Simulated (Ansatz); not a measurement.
# Band gap of Cs2CdPbCl6 (ordered model alloy, started on the CsPbCl3 lattice) (P4/mmm) from density functionals to GW, part 2 of 2

Wanted: a ladder of band gaps for Cs2CdPbCl6 (ordered model alloy, started on the CsPbCl3 lattice) (P4/mmm), from density functionals to G0W0.

Ansatz 0.2.0; density functionals, hybrids and G0W0, plane waves, PAW. Known limits of the many-body steps: finite bands, screening cutoff and k mesh; no spin-orbit coupling in G0W0; d shells not analysed; folded zone.

So far. Step 3 (r2SCAN on the 4×4×4 mesh): Over mesh and listed points the gap is 2.349 eV, in a supercell, where edges may be folded. r2SCAN against LDA: 2.349 − 1.678 = +0.671 eV. The runs also differ in plane-wave cutoff (420 eV and 500 eV), so how much of this comes from the functional alone is not known. Step 4 (HSE06 on the 2×2×2 mesh): Over mesh and listed points the gap is 2.790 eV, in a supercell, where edges may be folded. HSE06 against LDA: 2.790 − 1.678 = +1.112 eV.

### Step 5. G0W0@LDA, 2×2×2 mesh, 978 empty bands, screening to 80 eV, PAW set soft_1 files

G0W0 replaces the xc potential by a self-energy built once from the orbitals of the start. Levels are corrected in the window of bands that the input names, at points of the mesh.

This step: G0W0 on LDA, plane waves, PAW; PAW set soft_1.

input.yaml

```yaml
crystal:
  lattice:
    - [-5.2837281916, 5.3936528615, 5.2837281916]
    - [5.2837281916, -5.3936528615, 5.2837281916]
    - [5.2837281916, 5.3936528615, -5.2837281916]
  atoms:
    - { symbol: Cs, position: [0.0, 0.0, 0.0] }
    - { symbol: Cs, position: [0.5, 0.5, 0.0] }
    - { symbol: Cs, position: [0.5, 0.0, 0.5] }
    - { symbol: Cs, position: [0.0, 0.5, 0.5] }
    - { symbol: Cd, position: [0.5, 0.5, 0.5] }
    - { symbol: Pb, position: [0.0, 0.0, 0.5] }
    - { symbol: Cd, position: [0.0, 0.5, 0.0] }
    - { symbol: Pb, position: [0.5, 0.0, 0.0] }
    - { symbol: Cl, position: [0.2614583485, 0.2614583485, 0.5] }
    - { symbol: Cl, position: [0.7385416515, 0.7385416515, 0.5] }
    - { symbol: Cl, position: [0.7614583485, 0.2614583485, 0.0] }
    - { symbol: Cl, position: [0.2385416515, 0.7385416515, 0.0] }
    - { symbol: Cl, position: [0.5, 0.2614583485, 0.2614583485] }
    - { symbol: Cl, position: [0.0, 0.7385416515, 0.2385416515] }
    - { symbol: Cl, position: [0.0, 0.2614583485, 0.7614583485] }
    - { symbol: Cl, position: [0.5, 0.7385416515, 0.7385416515] }
    - { symbol: Cl, position: [0.25, 0.5, 0.25] }
    - { symbol: Cl, position: [0.75, 0.0, 0.25] }
    - { symbol: Cl, position: [0.75, 0.5, 0.75] }
    - { symbol: Cl, position: [0.25, 0.0, 0.75] }
kpoints:
  mp_grid: { grid: [2, 2, 2] }
hamiltonian:
  xc: lda
  pseudopotentials: { kind: paw, azcp: { folder: soft_1 }, xc_functional: pbe }
scf:
  occupations: { method: fixed }
gw:
  n_empty_bands: 978
  ecut_chi: 80.0
  qp_bands: [v4, c4]
  qp_kpoints: band_edges
  screening: { model: contour_deformation }
```

The run is started by

```sh
ansatz run input.yaml --threads 4 --pin off --max-ram 17510MiB --backend cpu --events-out ev --progress --plain --runs-dir out
```

Numbers of over 12 decimals in the logs are rounded to 6 here.

What it wrote:

```text
[...]
Crystal: 20 atoms, lattice volume = 602.315 Å³
Basis set: ecut = 420 eV, 11779 PW (Γ)
Bands: 114, of which v1, the nominal top of the filled ones, is band 94 counted from 1 (93 counted from 0)
Symmetry: 32 space group operations
[...]
k-points: 4 of 8
[...]
0    98      8.2714    -9.1844    -3.6105   -13.8848  0.7971     9.3829     9.3612  root
[...]
3    95      7.2134    -8.5640    -3.3823   -12.9760  0.8118     8.2580     8.2430  root
     3    96      7.5753    -8.0518    -3.5101   -12.5858  0.8092     8.6152     8.5992  root
     3    97      7.5753    -8.0518    -3.5101   -12.5858  0.8092     8.6152     8.5992  root
     3    98      7.8326   -11.4773    -3.9554   -16.6514  0.7877     9.0820     9.0512  root
[key lines of the parts left out:]
SCF converged after 9 iterations
Free energy (F): -74022.522972 eV
Fermi energy:    4.741416 eV
```

Run time: 12 min. Hardware: 4 threads of Arm Neoverse V1, shared host; peak memory 11 GiB.

This step gave:

* bands summed: 1072
* RPA ε∞ on this mesh (eigenvalues): 3.720, 3.720, 4.368
* plane waves in the screening matrix: 959
* G0W0 gap over the corrected points: 3.106 eV
* k of the valence top: 0, 0, 0
* k of the conduction bottom: 0, -0.5, 0
* starting gap on the mesh: 1.676 eV
* Z at the valence top: 0.7864
* Z at the conduction bottom: 0.8058
* least direct G0W0 gap over the corrected points: 3.812 eV

Over all 4 irreducible mesh points the G0W0 gap is 3.106 eV, in a supercell, where edges may be folded. The LDA gap of this run on the mesh is 1.676 eV. The two states that bound the G0W0 gap lie that far apart at the start, so the correction of the gap is 3.106 − 1.676 = +1.430 eV.

### Step 6. All levels together

Each gap is the least one over the points named; times are wall times on shared hosts, not benchmarks. A G0W0 time includes the run's own self-consistent start. Runs with listed points see these and the mesh alone, so an edge that moves elsewhere is missed. Rows marked * are further runs, not shown as steps, whose inputs differ from the G0W0 step on the same start in the columns given; solver thresholds can differ too. Symmetry makes (0.000, 0.500, 0.000) and (0.000, -0.500, 0.000) one point.

| level | mesh | files, cutoff | bands summed, screening | points | gap (eV) | valence top | conduction bottom | least direct gap (eV) | time |
| --- | --- | --- | --- | --- | --- | --- | --- | --- | --- |
| LDA | 4×4×4 | soft_1 PAW, 420 eV | - | mesh and path | 1.678 | Γ | (0.000, 0.500, 0.000) | 2.334 | 53 s |
| r2SCAN | 4×4×4 | soft_1 PAW, 500 eV | - | mesh and listed points | 2.349 | Γ | (0.000, 0.500, 0.000) | 2.979 | 52 s |
| HSE06 | 2×2×2 | soft_1 PAW, 420 eV | - | mesh and listed points | 2.790 | Γ | (0.000, 0.500, 0.000) | 3.446 | 4.2 min |
| G0W0@LDA* | 2×2×2 | soft_1 PAW, 420 eV | 493, 44 eV | all 4 irreducible mesh points | 3.094 | Γ | (0.000, -0.500, 0.000) | 3.791 | 2.6 min |
| G0W0@LDA | 2×2×2 | soft_1 PAW, 420 eV | 1072, 80 eV | all 4 irreducible mesh points | 3.106 | Γ | (0.000, -0.500, 0.000) | 3.812 | 12 min |

### Step 7. Summary of results

| Property | Result |
| --- | --- |
| LDA, over mesh and path | 1.678 eV |
| r2SCAN, over mesh and listed points | 2.349 eV |
| HSE06, over mesh and listed points | 2.790 eV |
| G0W0@LDA (1072 bands, 2×2×2), over all 4 irreducible mesh points | 3.106 eV |
| known limits | finite bands, screening cutoff and k mesh; no spin-orbit coupling in G0W0; d shells not analysed; folded zone |

What this shows: The rows run from 1.678 eV (LDA) to 3.106 eV (G0W0@LDA (1072 bands, 2×2×2)). They differ in mesh, plane-wave cutoff, bands and screening cutoff of G0W0 and the points over which the gap was sought as well as in level, so only pairs that share these are like for like. No two rows share mesh, files, cutoffs and edge points. G0W0@LDA (1072 bands, 2×2×2) moves the gap of its own start on the mesh by 3.106 − 1.676 = +1.430 eV, between the same two levels. No level off the mesh was corrected, so the G0W0 gap over the whole zone is not known from these runs. For G0W0@LDA: from 493 bands and 44 eV to 1072 bands and 80 eV the gap moves by 3.106 − 3.094 = +0.012 eV; bands and screening cutoff rise together, so their parts are not told apart. Two runs can't test a law of convergence, so the limit is not known. The G0W0 runs are scalar-relativistic; no run with spin-orbit coupling is shown, so its effect in this cell, which holds Cs and Pb, is not known. One-shot GW is known to converge slowly in bands for compounds with shallow d shells. The cell holds Cd; the filling of the d shell and its place against the gap were not analysed here. The cell of 20 atoms is not primitive: within 0.02 Å a cell of 10 atoms repeats. Its zone is folded, so k points refer to this cell and don't show whether the crystal's gap is direct. No pair of G0W0 runs that differ in the mesh alone is shown (2×2×2 is a supercell whose nearest images lie 18 Å apart), so the error from the mesh is not known here. G0W0 is shown with one set of atomic data (soft_1 PAW), so the error from the files is not known here. Failed or unusable runs of this series, left out of the table: LDA+SOC (4×4×4 mesh, soft_1 PAW files, 420 eV) reached its time limit after 5.2 min.

[Paths, hosts, dates, memory and timing lines, banners, echoed tables and standing remarks are left out of the program output.]

[Logs are printed without paths, hosts, clocks, repeated set-up lines and the standing remarks that a program may print on its own settings, such as how far it seeks lower states.]

[Runs of the session that timed out or met a known fault of the program may be left out.]

[Cells called generated may have been cut or substituted from an entry of the Crystallography Open Database or the Materials Project.]

[Hosts, paths, dates, database ids (printed as entryN), source tags and the programs' standing remarks are cut or masked in the printed files.]

[Where an RPA ε∞ is given, it is that of the G0W0 mesh and is not shown converged in it. Names of k-points follow the symmetry that the program found, which can be lower than the space group named. Band edges on a path are those of the sampled points; other points can move an edge, and change direct to indirect where valleys lie close.]

[Hybrid gaps are those of their k-mesh and are not shown converged in it.]
